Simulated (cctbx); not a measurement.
# A crystallographic session in cctbx: LiAlI4

Library: cctbx 2025.11. The data are simulated by the first script.

## 1. Simulate the data

run.py:

```python
from cctbx import adptbx, crystal, miller, sgtbx, xray
from cctbx.array_family import flex
from iotbx.shelx import hklf
from scitbx import matrix
import scitbx.random

cs = crystal.symmetry(unit_cell=(12.195, 7.664, 10.221, 90, 90, 90), space_group_symbol='Hall: -P 2ac 2n')  # Pnma
atoms = [  # label, site, U (iso, or U11 U22 U33 U12 U13 U23 in A^2), occupancy
    ("I1", (0.9257, 0.0029, 0.3211), (0.0052, 0.0120, 0.0088, 0.0002, -0.0019, -0.0041), 1),
    ("I2", (0.3965, 0.75, 0.5757), (0.0085, 0.0070, 0.0119, 0.0000, -0.0054, 0.0000), 1),
    ("I3", (0.2212, 0.75, 0.9531), (0.0127, 0.0108, 0.0109, 0.0000, 0.0007, 0.0000), 1),
    ("Al1", (0.0682, 0.75, 0.811), (0.0394, 0.0248, 0.0108, 0.0000, -0.0005, 0.0000), 1),
    ("Li1", (0.1888, 0.75, 0.3098), (0.0196, 0.0225, 0.0137, 0.0000, 0.0068, 0.0000), 1),
]
xs = xray.structure(crystal_symmetry=cs)
for label, site, u, occ in atoms:
    u = adptbx.u_cif_as_u_star(cs.unit_cell(), u) if isinstance(u, tuple) else u
    xs.add_scatterer(xray.scatterer(label, site=site, u=u, occupancy=occ))
xs.set_inelastic_form_factors(0.6889, "sasaki")
xs.show_summary()
p1 = xs.expand_to_p1()
ms = miller.build_set(p1, anomalous_flag=True, d_min=0.84)
flex.set_random_seed(721686)
scitbx.random.set_random_seed(721686)
ms = ms.select(flex.random_double(ms.size()) < 0.7)
i = ms.structure_factors_from_scatterers(p1, algorithm="direct").f_calc().as_intensity_array().data()
i = i * 20000 / flex.max(i)
sig = flex.sqrt(i + flex.pow2(0.06 * i) + 4 ** 2)
noise = scitbx.random.variate(scitbx.random.normal_distribution())(i.size())
data = ms.array(data=i + sig * noise, sigmas=sig).set_observation_type_xray_intensity()
with open("data.hkl", "w") as f:
    data.export_as_shelx_hklf(f)
print("reflections written:", data.size(), " <I/sigma> = %.1f" % flex.mean(data.data() / data.sigmas()))
for h, a, b in list(data.sort("data"))[:12]:
    print("%4d%4d%4d %9.1f %7.1f" % (h + (a, b)))
```

```console
$ python run.py
```

```text
Number of scatterers: 5
At special positions: 4
Unit cell: (12.195, 7.664, 10.221, 90, 90, 90)
Space group: P n m a (No. 62)
reflections written: 4715  <I/sigma> = 9.5
   0   4   0   20129.9  1208.3
   0  -4   0   18901.1  1208.3
   3   2  -4   18084.9   954.5
  -3  -2   4   17471.7   954.5
  -3   2   4   15780.7   954.5
   3  -2   4   15455.9   954.5
  -3  -2  -4   15321.3   954.5
  -3   2  -4   15273.8   954.5
   3   2   4   14876.2   954.5
   3  -2  -4   14819.1   954.5
   3   0   2   12960.5   697.3
   6   0   0   12704.7   758.8
```

It took 0.45 s on 1 thread of Arm Neoverse N1, on a shared host, peak memory 0.07 GiB.

## 2. Symmetry

run.py:

```python
from cctbx import crystal, sgtbx, statistics
from cctbx.array_family import flex
from iotbx.shelx import hklf

p1 = crystal.symmetry(unit_cell=(12.195, 7.664, 10.221, 90, 90, 90), space_group_symbol="P 1")
raw = hklf.reader(file_name="data.hkl").as_miller_arrays(crystal_symmetry=p1, anomalous=True)[0]
print(raw.size(), "reflections to d = %.3f A" % raw.d_min())
isig = raw.data() / raw.sigmas()
print("centring   violations  <I/sigma> of those")
best = "P"
for c in "ABCIRF":
    a = raw.customized_copy(space_group_info=sgtbx.space_group_info("Hall: %s 1" % c)).sys_absent_flags().data()
    m = flex.mean(isig.select(a))
    print("%5s %10d of %5d %8.1f" % (c, (isig.select(a) > 4).count(True), a.count(True), m))
    if (isig.select(a) > 4).count(True) < 0.01 * a.count(True):
        best = c
raw = raw.select(~raw.customized_copy(space_group_info=sgtbx.space_group_info("Hall: %s 1" % best)).sys_absent_flags().data())
isig = raw.data() / raw.sigmas()
rows = []
for s in sgtbx.space_group_symbol_iterator():
    g = sgtbx.space_group(s)
    if g.conventional_centring_type_symbol() != best or not g.is_compatible_unit_cell(p1.unit_cell(), 1e-3, 0.02):
        continue
    rows.append((s, g))
print("Laue class    unique    Rint  (classes that these axes allow; Friedel mates merged)")
rint = {}
for s, g in rows:
    laue = g.build_derived_patterson_group()
    key = laue.type().hall_symbol()
    if key not in rint:
        m = raw.customized_copy(space_group_info=laue.info(), anomalous_flag=False).merge_equivalents()
        rint[key] = m.r_int()
        print("%-14s %6d %7.3f" % (laue.type().lookup_symbol(), m.array().size(), m.r_int()))
floor = min(rint.values())
good = [(s, g) for s, g in rows if rint[g.build_derived_patterson_group().type().hall_symbol()] < 2 * floor + 0.03]
top = max(g.build_derived_patterson_group().order_z() for s, g in good)
print("space group    extra absences  I>4sigma  <I/sigma>")
for s, g in good:
    laue = g.build_derived_patterson_group()
    if laue.order_z() != top:
        continue
    a = raw.customized_copy(space_group_info=g.info()).sys_absent_flags().data()
    a &= ~raw.customized_copy(space_group_info=laue.info()).sys_absent_flags().data()
    bad = (isig.select(a) > 4).count(True)
    if bad <= 0.03 * a.count(True):
        print("%-16s %8d %10d %9s  %s" % (s.universal_hermann_mauguin(), a.count(True), bad, "%.1f" % flex.mean(isig.select(a)) if a.count(True) else "-", "centric" if g.is_centric() else "acentric"))
laue = max(good, key=lambda t: t[1].build_derived_patterson_group().order_z())[1].build_derived_patterson_group()
f = raw.customized_copy(space_group_info=laue.info(), anomalous_flag=False).merge_equivalents().array().eliminate_sys_absent().f_sq_as_f()
f.set_observation_type_xray_amplitude()
bins = max(3, min(8, f.size() // 12))
f.setup_binner(n_bins=bins)
w = statistics.wilson_plot(f, {e: n / laue.order_z() for e, n in {'I': 16.0, 'Al': 4.0, 'Li': 4.0}.items()}, e_statistics=True)
print("Wilson B = %.2f A^2   <|E^2-1|> = %.3f (0.968 centric, 0.736 acentric)   E^2>4: %.1f %%" % (w.wilson_b, w.mean_e_sq_minus_1, w.percent_e_sq_gt_2))
print("shell (A)         n   <I/sigma>")
m = raw.customized_copy(space_group_info=laue.info(), anomalous_flag=False).merge_equivalents().array().eliminate_sys_absent()
for b in m.setup_binner(n_bins=bins).range_used():
    sel = m.binner().selection(b)
    print("%5.2f - %4.2f %6d %8.1f" % (min(m.binner().bin_d_range(b)[0] if m.binner().bin_d_range(b)[0] > 0 else 99, 99), m.binner().bin_d_range(b)[1], sel.count(True), flex.mean((m.data() / m.sigmas()).select(sel))))
```

```console
$ python run.py
```

```text
4715 reflections to d = 0.840 A
centring   violations  <I/sigma> of those
    A       1772 of  2375      9.4
    B       1783 of  2378      9.4
    C       1819 of  2347      9.5
    I       1745 of  2357      9.2
    R       2454 of  3158      9.5
    F       2687 of  3550      9.4
Laue class    unique    Rint  (classes that these axes allow; Friedel mates merged)
P -1             3069   0.040
P 1 2/m 1        1795   0.047
P 1 1 2/m        1764   0.047
P 2/m 1 1        1748   0.047
P m m m          1012   0.051
space group    extra absences  I>4sigma  <I/sigma>
P 2 2 2                 0          0         -  acentric
P 2 2 21               10          0       0.2  acentric
P 21 2 2               10          0       0.3  acentric
P 2 21 2                8          0      -0.4  acentric
P 21 21 2              18          0       0.0  acentric
P 2 21 21              18          0      -0.0  acentric
P 21 2 21              20          0       0.3  acentric
P 21 21 21             28          0       0.1  acentric
P m m 2                 0          0         -  acentric
P 2 m m                 0          0         -  acentric
P m 2 m                 0          0         -  acentric
P 21 m a              154          0       0.1  acentric
P m 2 a               154          0       0.1  acentric
P n m 21              133          0       0.0  acentric
P n 21 m              133          0       0.0  acentric
P n 21 a              287          0       0.1  acentric
P m m m                 0          0         -  centric
P m m a               154          0       0.1  centric
P n m m :1            133          0       0.0  centric
P n m m :2            133          0       0.0  centric
P n m a               287          0       0.1  centric
Wilson B = 0.79 A^2   <|E^2-1|> = 0.899 (0.968 centric, 0.736 acentric)   E^2>4: 3.2 %
shell (A)         n   <I/sigma>
12.20 - 1.68    152     18.1
 1.68 - 1.33    129     19.4
 1.33 - 1.16    126     20.3
 1.16 - 1.06    124     17.9
 1.06 - 0.98    123     18.5
 0.98 - 0.92    119     17.3
 0.92 - 0.88    126     18.1
 0.88 - 0.84    113     15.7
```

Time: 0.61 s.

## 3. Charge flipping

run.py:

```python
import itertools
from cctbx import crystal, maptbx
from cctbx.array_family import flex
from iotbx.shelx import hklf
from smtbx.ab_initio import charge_flipping as cf

cs = crystal.symmetry(unit_cell=(12.195, 7.664, 10.221, 90, 90, 90), space_group_symbol='Hall: -P 2ac 2n')  # Pnma
raw = hklf.reader(file_name="data.hkl").as_miller_arrays(crystal_symmetry=cs, anomalous=True)[0]
merged = raw.eliminate_sys_absent().merge_equivalents()
fo2 = merged.array().set_observation_type_xray_intensity()
f = fo2.average_bijvoet_mates().f_sq_as_f().resolution_filter(d_min=0.9)
p1 = f.expand_to_p1()
work = p1
flex.set_random_seed(10653)
it = cf.weak_reflection_improved_iterator(delta=None, weak_reflection_fraction=0.3)
it.start(work, phases=flex.random_double(p1.size()) * 6.2832, f_000=0)
it.delta = 1.1 * it.rho_map.sigma()
print("cycle      R  skewness")
for n, st in enumerate(itertools.islice(it, 150)):
    if n % 12 == 0:
        print("%5d %6.3f %8.2f" % (n, st.r1_factor(), st.rho_map.skewness()))
rho = p1.phase_transfer(it.f_calc).fft_map().apply_volume_scaling()
polish = cf.low_density_elimination_iterator(constant_rho_c=rho.sigma())
polish.start(f_obs=p1, phases=it.f_calc, f_000=0)
for _ in range(8):
    next(polish)
print("origin shift          correlation  skewness")
maps = []
for fc, shift, cc in itertools.islice(cf.f_calc_symmetrisations(f, polish.f_calc, 0), 4):
    m = f.phase_transfer(fc).fft_map(symmetry_flags=maptbx.use_space_group_symmetry, resolution_factor=0.25).apply_sigma_scaling()
    maps.append((m.skewness(), cc, m))
    print("%6.3f %6.3f %6.3f %10.3f %9.2f" % (tuple(shift) + (cc, m.skewness())))
skew, cc, m = max((t for t in maps if t[1] > maps[0][1] - 0.04), key=lambda t: t[0])
print("taken: symmetry correlation %.3f, skewness %.2f" % (cc, skew))
peaks = m.peak_search(parameters=maptbx.peak_search_parameters(min_distance_sym_equiv=0.9, max_clusters=10)).all()
sps = cs.special_position_settings(min_distance_sym_equiv=0.5)
print("peak      x       y       z  mult  height/sigma")
for k, (x, h) in enumerate(zip(peaks.sites(), peaks.heights())):
    ss = sps.site_symmetry(x)
    print("Q%-3d %7.4f %7.4f %7.4f %4d %8.1f" % ((k + 1,) + tuple(t % 1 for t in ss.exact_site()) + (ss.multiplicity(), h)))
```

```console
$ python run.py
```

```text
cycle      R  skewness
    0  0.587     0.26
   12  0.500     2.90
   24  0.459     3.80
   36  0.428     4.39
   48  0.355     5.14
   60  0.357     4.99
   72  0.349     4.96
   84  0.347     4.86
   96  0.340     4.86
  108  0.347     4.92
  120  0.337     4.83
  132  0.346     4.91
  144  0.348     4.94
origin shift          correlation  skewness
 0.151  0.228  0.382      0.848      1.55
 0.305  0.226  0.386      0.828      2.00
 0.152  0.478  0.382      0.847      1.90
 0.305  0.475  0.385      0.827      2.27
taken: symmetry correlation 0.827, skewness 2.27
peak      x       y       z  mult  height/sigma
Q1    0.0676  0.0087  0.9592    8     10.2
Q2    0.2300  0.2500  0.6871    4      9.5
Q3    0.0700  0.7500  0.3091    4      8.5
Q4    0.0898  0.7500  0.5630    4      6.2
Q5    0.1103  0.2500  0.2804    4      6.1
Q6    0.2266  0.7500  0.7092    4      5.3
Q7    0.0759  0.2500  0.5552    4      4.0
Q8    0.0731  0.2500  0.3955    4      3.8
Q9    0.0683  0.2500  0.0748    4      3.8
Q10   0.2198  0.0034  0.8231    8      3.8
```

Time: 0.7 s.

## 4. Refinement (model from the peaks)

run.py:

```python
import math
from cctbx import adptbx, crystal, maptbx, sgtbx, xray
from cctbx.array_family import flex
from cctbx.xray import observations
from iotbx.shelx import hklf
from scitbx.lstbx import normal_eqns_solving
from smtbx import absolute_structure, utils
from smtbx.refinement import constraints, least_squares

cs = crystal.symmetry(unit_cell=(12.195, 7.664, 10.221, 90, 90, 90), space_group_symbol='Hall: -P 2ac 2n')  # Pnma
atoms = [  # label, site, U (iso, or U11 U22 U33 U12 U13 U23 in A^2), occupancy
    ("I1", (0.0676, 0.0087, 0.9592), 0.0200, 1),
    ("I2", (0.23, 0.25, 0.6871), 0.0200, 1),
    ("I3", (0.07, 0.75, 0.3091), 0.0200, 1),
    ("Al1", (0.0898, 0.75, 0.563), 0.0200, 1),
]
xs = xray.structure(crystal_symmetry=cs)
for label, site, u, occ in atoms:
    u = adptbx.u_cif_as_u_star(cs.unit_cell(), u) if isinstance(u, tuple) else u
    xs.add_scatterer(xray.scatterer(label, site=site, u=u, occupancy=occ))
xs.set_inelastic_form_factors(0.6889, "sasaki")
raw = hklf.reader(file_name="data.hkl").as_miller_arrays(crystal_symmetry=cs, anomalous=True)[0]
merged = raw.eliminate_sys_absent().merge_equivalents()
fo2 = merged.array().set_observation_type_xray_intensity()
print("Rint %.3f, %d unique reflections to %.2f A" % (merged.r_int(), fo2.size(), fo2.d_min()))
for sc in xs.scatterers():
    sc.flags.set_grad_site(True)
    sc.flags.set_grad_u_aniso(sc.flags.use_u_aniso())
    sc.flags.set_grad_u_iso(sc.flags.use_u_iso())
obs = fo2.as_xray_observations()
extra = {}
rep = constraints.reparametrisation(xs, [], utils.connectivity_table(xs), **extra)
ls = least_squares.crystallographic_ls(obs, rep, weighting_scheme=least_squares.mainstream_shelx_weighting(a=0, b=0))
print("cycle     R1     wR2    GooF  max shift (A)")
for cycle in range(6):
    ls.build_up()
    r1, wr2, goof = ls.r1_factor(cutoff_factor=2)[0], ls.wR2(), ls.goof()
    old = xs.sites_cart()
    normal_eqns_solving.levenberg_marquardt_iterations(ls, n_max_iterations=3, tau=0.0001, step_threshold=1e-7)
    big = flex.max((xs.sites_cart() - old).norms())
    print("%4d %7.4f %7.4f %7.3f %9.5f" % (cycle + 1, r1, wr2, goof, big))
    ls.build_up(objective_only=True)
    if abs(ls.wR2() - wr2) < 5e-5 and big < 5e-4:
        break
ls.build_up()
print("final R1 %.4f wR2 %.4f GooF %.3f  parameters %d  data/parameter %.1f" % (ls.r1_factor(cutoff_factor=2)[0], ls.wR2(), ls.goof(), ls.n_parameters, fo2.size() / ls.n_parameters))
cov = ls.covariance_matrix_and_annotations()
su = dict(zip(cov.annotations, (math.sqrt(max(v, 0)) for v in cov.matrix.matrix_packed_u_diagonal())))
a2 = cs.unit_cell().reciprocal_parameters()[0] ** -2
print("atom        x        y        z      Ueq    occ   su(xyz)  su(Uiso or U11)")
for sc in xs.scatterers():
    s = max(su.get(sc.label + k, 0) for k in (".x", ".y", ".z"))
    npd = "" if sc.is_positive_definite_u(cs.unit_cell()) else "  NPD"
    print("%-5s %8.5f %8.5f %8.5f %8.4f %6.3f %8.5f %7.4f%s" % ((sc.label,) + sc.site + (sc.u_iso_or_equiv(cs.unit_cell()), sc.occupancy, s, su.get(sc.label + ".uiso", su.get(sc.label + ".u11", 0) * a2), npd)))
fo = fo2.f_sq_as_f()
fc = fo.structure_factors_from_scatterers(xs, algorithm="direct").f_calc()
diff = fo.f_obs_minus_f_calc(1 / math.sqrt(ls.scale_factor()), fc).average_bijvoet_mates()
m = diff.fft_map(symmetry_flags=maptbx.use_space_group_symmetry, resolution_factor=0.25).apply_volume_scaling()
print("difference map: max %.2f min %.2f rms %.2f" % (m.statistics().max(), m.statistics().min(), m.statistics().sigma()))
peaks = m.peak_search(parameters=maptbx.peak_search_parameters(min_distance_sym_equiv=0.6, max_clusters=6)).all()
near = xs.closest_distances(peaks.sites(), distance_cutoff=4)
sps = cs.special_position_settings(min_distance_sym_equiv=0.5)
for k, (x, h) in enumerate(zip(peaks.sites(), peaks.heights())):
    ss = sps.site_symmetry(x)
    print("Q%-3d %7.4f %7.4f %7.4f %4d %7.2f  %.2f A from %s" % ((k + 1,) + tuple(t % 1 for t in ss.exact_site()) + (ss.multiplicity(), h, near.smallest_distances[k], xs.scatterers()[near.i_seqs[k]].label)))
```

```console
$ python run.py
```

```text
Rint 0.051, 908 unique reflections to 0.84 A
cycle     R1     wR2    GooF  max shift (A)
   1  0.7568  0.9517  22.072   0.33736
   2  0.6928  0.9167  21.260   0.17213
   3  0.6593  0.8988  20.846   0.08427
   4  0.6510  0.8928  20.705   0.03234
   5  0.6501  0.8920  20.686   0.02522
   6  0.6488  0.8911  20.667   0.01465
final R1 0.6487 wR2 0.8908 GooF 20.659  parameters 13  data/parameter 69.8
atom        x        y        z      Ueq    occ   su(xyz)  su(Uiso or U11)
I1     0.06510  0.00858  0.92224   0.0200  1.000  0.00246  0.0049
I2     0.22518  0.25000  0.69936   0.0370  1.000  0.00328  0.0071
I3     0.06760  0.75000  0.32498   0.0169  1.000  0.00199  0.0053
Al1    0.07188  0.75000  0.55018   0.0001  1.000  0.00652  0.0152
difference map: max 172.06 min -70.06 rms 13.28
Q1    0.2325  0.2500  0.6977    4  172.55  0.09 A from I2
Q2    0.0634  0.0069  0.9290    8  169.48  0.07 A from I1
Q3    0.0863  0.7500  0.3283    4  147.87  0.23 A from I3
Q4    0.2279  0.7500  0.6699    4   93.23  2.26 A from Al1
Q5    0.2342  0.7500  0.9530    4   79.02  2.57 A from I2
Q6    0.0699  0.2500  0.0446    4   75.86  2.23 A from I1
```

Time: 0.81 s.

Figures of merit this high mean that the model is still wrong or incomplete.

## 5. Charge flipping

run.py, as its changes from the last script of this kind:

```diff
@@ -13,2 +13,3 @@
-work = p1
-flex.set_random_seed(10653)
+p1.setup_binner_counting_sorted(reflections_per_bin=max(40, p1.size() // 12))
+work = p1.array(data=p1.data() / p1.amplitude_quasi_normalisations().data())
+flex.set_random_seed(10654)
@@ -19,2 +20,2 @@
-for n, st in enumerate(itertools.islice(it, 150)):
-    if n % 12 == 0:
+for n, st in enumerate(itertools.islice(it, 300)):
+    if n % 25 == 0:
```

```console
$ python run.py
```

```text
cycle      R  skewness
    0  0.585     0.24
   25  0.495     2.44
   50  0.485     3.88
   75  0.486     4.11
  100  0.486     3.72
  125  0.483     3.68
  150  0.475     4.02
  175  0.475     4.00
  200  0.478     4.13
  225  0.475     3.79
  250  0.480     3.79
  275  0.484     4.03
origin shift          correlation  skewness
 0.459  0.432  0.314      0.814      3.09
 0.019  0.429  0.064      0.808      1.09
 0.294  0.431  0.313      0.798      1.93
 0.018  0.431  0.311      0.806      1.60
taken: symmetry correlation 0.814, skewness 3.09
peak      x       y       z  mult  height/sigma
Q1    0.0743  0.0042  0.8182    8     12.8
Q2    0.1053  0.2500  0.4200    4     10.7
Q3    0.2256  0.7500  0.5491    4      9.9
Q4    0.2329  0.2500  0.5551    4      4.5
Q5    0.1229  0.2500  0.9475    4      4.3
Q6    0.0725  0.5694  0.9459    8      4.2
Q7    0.1195  0.5432  0.3513    8      4.1
Q8    0.0654  0.0094  0.6784    8      3.2
Q9    0.0000  0.0000  0.0000    4      3.2
Q10   0.0094  0.2500  0.3920    4      2.8
```

Time: 0.87 s.

## 6. Refinement (model from the peaks)

run.py, as its changes from the last script of this kind:

```diff
@@ -12,4 +12,4 @@
-    ("I1", (0.0676, 0.0087, 0.9592), 0.0200, 1),
-    ("I2", (0.23, 0.25, 0.6871), 0.0200, 1),
-    ("I3", (0.07, 0.75, 0.3091), 0.0200, 1),
-    ("Al1", (0.0898, 0.75, 0.563), 0.0200, 1),
+    ("I1", (0.0743, 0.0042, 0.8182), 0.0200, 1),
+    ("I2", (0.1053, 0.25, 0.42), 0.0200, 1),
+    ("I3", (0.2256, 0.75, 0.5491), 0.0200, 1),
+    ("Al1", (0.2329, 0.25, 0.5551), 0.0200, 1),
```

```console
$ python run.py
```

```text
Rint 0.051, 908 unique reflections to 0.84 A
cycle     R1     wR2    GooF  max shift (A)
   1  0.2456  0.5680  13.172   0.06185
   2  0.1019  0.2716   6.299   0.23039
   3  0.1000  0.2676   6.206   0.33694
   4  0.0994  0.2654   6.155   0.78609
   5  0.0985  0.2608   6.049   0.63398
   6  0.0980  0.2579   5.981   0.06893
final R1 0.0984 wR2 0.2569 GooF 5.957  parameters 13  data/parameter 69.8
atom        x        y        z      Ueq    occ   su(xyz)  su(Uiso or U11)
I1     0.07434 -0.00308  0.82091   0.0088  1.000  0.00018  0.0006
I2     0.10353  0.25000  0.42421   0.0081  1.000  0.00019  0.0007
I3     0.22105  0.75000  0.54731   0.0113  1.000  0.00022  0.0007
Al1    0.35083  0.25000  0.68822   0.2832  1.000  0.01061  0.0422
difference map: max 29.95 min -3.86 rms 1.01
Q1    0.0679  0.7500  0.6877    4   30.83  2.33 A from I1
Q2    0.0776  0.0302  0.8408    8    7.48  0.33 A from I1
Q3    0.0818  0.2500  0.4588    4    5.59  0.44 A from I2
Q4    0.2247  0.7500  0.5372    4    5.19  0.11 A from I3
Q5    0.1279  0.2500  0.3895    4    5.15  0.46 A from I2
Q6    0.1950  0.7500  0.1867    4    3.79  0.56 A from Al1
```

Run time: 0.82 s on 1 thread of Arm Neoverse N1, with other jobs on the host, peak memory 0.09 GiB.

Figures of merit this high mean that the model is still wrong or incomplete.

[Logs are printed without paths, hosts, clocks, repeated set-up lines and the standing remarks that a program may print on its own settings, such as how far it seeks lower states.]
